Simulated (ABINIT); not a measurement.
## MoS2 (P6_3/mmc): G0W0 with ABINIT, start to end

Aim: the G0W0 gap of MoS2 (P6_3/mmc) on PBE, step by step.

Method: PBE and many-body steps on it, plane waves, in ABINIT 10.8.3.

Report form: the programs' logs are mostly left out.

The database entry behind the starting cell differs from later determinations by our own check (about 0.3 % long), so it need not match the best structure at ambient conditions.

## (1) Starting point

The structure is hexagonal, space group P6_3/mmc (No. 194). Conventional cell: a = 3.169 Å, b = 3.169 Å, c = 12.324 Å, α = 90.00°, β = 90.00°, γ = 120.00°. Nearest to Mo lie 6 S at 2.41 Å. Nearest to S lie 3 Mo at 2.41 Å. Farther neighbours and most contacts between anions are not listed.

The cell and positions come from the Crystallography Open Database and are kept as given unless a step says otherwise.

## (2) Ground state

This step: ABINIT 10.8.3; DFT, PBE, plane waves, norm-conserving pseudopotentials.

The ground-state density comes first.

File run.abi:

```
acell 3*1.0 Angstrom
rprim 
  3.169000000004 -0.000000000001 0.000000000000
  -1.584500000001 2.744434504597 0.000000000000
  0.000000000000 0.000000000000 12.324000000000
ntypat 2
znucl 42 16
natom 6
typat 1 1 2 2 2 2
xred 
  0.333333333333 0.666666666667 0.250000000000
  0.666666666667 0.333333333333 0.750000000000
  0.333333333333 0.666666666667 0.623000000000
  0.666666666667 0.333333333333 0.123000000000
  0.333333333333 0.666666666667 0.877000000000
  0.666666666667 0.333333333333 0.377000000000
pp_dirpath "pseudos"
pseudos "Mo.upf, S.upf"
ecut 36
ngkpt 6 6 2
nshiftk 1
shiftk 0 0 0
kptopt 1
chksymbreak 0
nband 33
occopt 1
tolvrs 1e-10
nstep 60
prtwf 0
indata_prefix "in"
outdata_prefix "out"
tmpdata_prefix "tmp"
```

The run is started by

```
> OMP_NUM_THREADS=1 mpirun -n 4 abinit run.abi > log
```

Run time: 51 s. Hardware: 4 MPI ranks of Arm Neoverse V1, shared host; peak memory 0.44 GiB.

Numbers from this step:

| Property | Result |
| --- | --- |
| total energy | -5031.2852 eV |
| gap | 0.8887 eV |
| k of the valence top | 0, 0, 0 |
| k of the conduction bottom | 0.1667, 0.1667, 0 |
| least direct gap | 1.654 eV |
| pressure | 1.882 GPa |

The gap is indirect, with the least direct gap 0.77 eV higher.

The cutoff was set for levels, not for stress, so the pressure can be off by some GPa.

## (3) Empty states on the mesh, 3×3×1 mesh, 134 bands

The sums over transitions need many empty states on a uniform mesh; this step solves for them.

Edit run.abi of step 2 so:

```diff
@@ -19,3 +19,3 @@
 ecut 36
-ngkpt 6 6 2
+ngkpt 3 3 1
 nshiftk 1
@@ -24,7 +24,10 @@
 chksymbreak 0
-nband 33
-occopt 1
-tolvrs 1e-10
+iscf -2
+irdden 1
+istwfk *1
+nband 134
+nbdbuf 12
+tolwfr 1e-09
 nstep 60
-prtwf 0
+prtvol 0
 indata_prefix "in"
```

The run is started by

```
> OMP_NUM_THREADS=1 mpirun -n 3 abinit run.abi > log
```

It took 39 s on 3 MPI ranks; peak memory 0.31 GiB.

This step gave:

| Quantity | Value |
| --- | --- |
| gap | 1.052 eV |
| k of the valence top | 0, 0, 0 |
| k of the conduction bottom | 0.3333, 0.3333, 0 |
| least direct gap | 1.654 eV |
| k points computed | 3 |
| lowest point of the top converged band, above the valence top | 42.26 eV |

On this mesh the gap is 1.052 eV. The earlier step found 0.889 eV, so this mesh misses an edge.

## (4) Screening, 3×3×1 mesh, 122 bands, screening to 119.7 eV

The RPA dielectric matrix is built and inverted for each q.

This step: RPA screening on PBE, plane waves, norm-conserving pseudopotentials.

Edit run.abi of step 3 so:

```diff
@@ -24,10 +24,11 @@
 chksymbreak 0
-iscf -2
-irdden 1
 istwfk *1
-nband 134
-nbdbuf 12
-tolwfr 1e-09
-nstep 60
-prtvol 0
+occopt 1
+irdwfk 1
+optdriver 3
+nband 122
+ecuteps 4.4
+inclvkb 0
+awtr 1
+symchi 1
 indata_prefix "in"
```

The run is started by

```
> OMP_NUM_THREADS=1 mpirun -n 4 abinit run.abi > log
```

Run time: 12 s. Hardware: 4 MPI ranks; peak memory 0.72 GiB; 46 s of CPU time.

This step gave:

| Property | Result |
| --- | --- |
| ε∞ with local fields, on this mesh, along the program's q direction | 19.12 |
| the same without local fields | 21.71 |
| plasma frequency | 25.86 eV |
| plane waves in the screening matrix | 315 |

Local fields lower ε∞ by 12 %. On a Γ-centred mesh this coarse the value itself is usually too large, while a short band sum pulls it down.

## (5) Self-energy, 3×3×1 mesh, 122 bands, screening to 119.7 eV

The self-energy is evaluated for the states that the input lists, and the levels follow from it, in one-shot runs by the linearised quasiparticle equation.

This step: G0W0 on PBE, plane waves, norm-conserving pseudopotentials.

Edit run.abi of step 4 so:

```diff
@@ -27,8 +27,17 @@
 irdwfk 1
-optdriver 3
+optdriver 4
 nband 122
+gwcalctyp 0
+ecutsigx 36
+symsigma 1
+nkptgw 2
+kptgw 
+  0.0000000000 0.0000000000 0.0000000000
+  0.3333333333 0.3333333333 0.0000000000
+bdgw 
+  25 28
+  25 28
 ecuteps 4.4
-inclvkb 0
-awtr 1
-symchi 1
+irdscr 1
+ppmodel 1
 indata_prefix "in"
```

Wall time 9.4 s (4 MPI ranks); peak memory 0.71 GiB; 37 s of CPU time.

This step gave:

```yaml
g0w0_gap_on_the_points_computed: 1.716 eV
starting_gap_on_the_mesh: 1.052 eV
k_of_the_valence_top: 0, 0, 0
k_of_the_conduction_bottom: 0.3333, 0.3333, 0
z_at_the_valence_top: 0.777
z_at_the_conduction_bottom: 0.775
least_direct_g0w0_gap_on_the_computed_points: 2.300 eV
```

The gap on the mesh goes from 1.05 eV to 1.72 eV, a correction of +0.66 eV. The start differs from the 0.89 eV found before because the two sample other k points.

Limits: finite bands, cutoff and mesh; screening head approximate; no spin-orbit coupling; coarse k mesh. v1 is the top filled band, c1 the lowest empty one. Levels before and after the correction, in eV, zero at the valence-band top of each column:

```tsv
	conduction bottom	valence top
Kohn-Sham	1.05	0.00
G0W0	1.72	0.00
```

```tsv
	level	energy (eV)
Kohn-Sham	Γ v2	-1.145
Kohn-Sham	Γ v1	0.000
Kohn-Sham	Γ c1-c2	2.100
Kohn-Sham	(0.333 0.333 0) v2	-0.764
Kohn-Sham	(0.333 0.333 0) v1	-0.602
Kohn-Sham	(0.333 0.333 0) c1-c2	1.052
G0W0	Γ v2	-1.238
G0W0	Γ v1	0.000
G0W0	Γ c1-c2	2.544
G0W0	(0.333 0.333 0) v2	-0.780
G0W0	(0.333 0.333 0) v1	-0.584
G0W0	(0.333 0.333 0) c1-c2	1.716
```

## (6) Where the time went

Times are wall times on the hardware named with each run, good to a factor of about two.

```tsv
step	time	share	memory (GiB)
ground state	51 s	46 %	0.44
empty states on the mesh	39 s	35 %	0.31
screening	12 s	11 %	0.72
self-energy	9.4 s	8 %	0.71
```

## (7) Outcome

```
PBE gap                              : 0.89 eV, indirect
G0W0 gap on the mesh                 : 1.72 eV
G0W0 gap over the zone (rigid shift) : 1.55 eV
GW settings                          : 3×3×1 mesh, 122 bands, screening to 119.7 eV, Godby-Needs plasmon pole
known limits                         : not at the basis limit; screening head approximate; no spin-orbit coupling; coarse k mesh
```

What this shows: G0W0 moves the gap on the mesh from 1.05 eV to 1.72 eV (+0.66 eV), with Z of 0.78 and 0.78 at the edges. The mesh misses the band edges by 0.16 eV in all; a rigid shift gives 1.55 eV for the zone. Local fields lower the RPA ε∞ on this mesh from 21.71 to 19.12; a Γ-centred mesh this coarse tends to raise both, most where the direct gap is narrow, while a short band sum lowers them. Only 2 of the mesh's irreducible points were corrected, so a valley elsewhere could overtake. Bands and cutoff are finite, so the gap is not at the basis limit. The miss can reach some tenths of an eV and take either sign; the mesh is an error of its own. In the G0W0 run levels were corrected at 2 k points alone, so a gap called «on the mesh» is the least over those, and an edge elsewhere would be missed. A denser mesh or path gives a starting gap of 0.89 eV: the GW mesh misses a band edge, so its gaps are not the fundamental one. The 3×3×1 mesh is coarse for this cell, which bears on the long-range parts of exchange and screening. The long-wavelength limit of the screening leaves out the non-local commutator, which shifts ε∞. The many-body steps are scalar-relativistic: spin-orbit coupling is not in them.

[Paths, hosts, dates, memory and timing lines, banners, echoed tables and standing remarks are left out of the program output.]

[Logs are printed without paths, hosts, clocks, repeated set-up lines and the standing remarks that a program may print on its own settings, such as how far it seeks lower states.]

[Runs of the session that timed out or met a known fault of the program may be left out.]

[Hosts, paths, dates, database ids (printed as entryN), source tags and the programs' standing remarks are cut or masked in the printed files.]

[G0W0 gaps are taken among the corrected bands and points alone; a level outside them can change the order at an edge.]

[Where Ansatz stands beside ABINIT at settings called matched, ABINIT's density can come from a denser mesh and the files from another edition; pairs whose starting gaps differed by over 0.03 eV were left out, so agreement reads better than it is.]
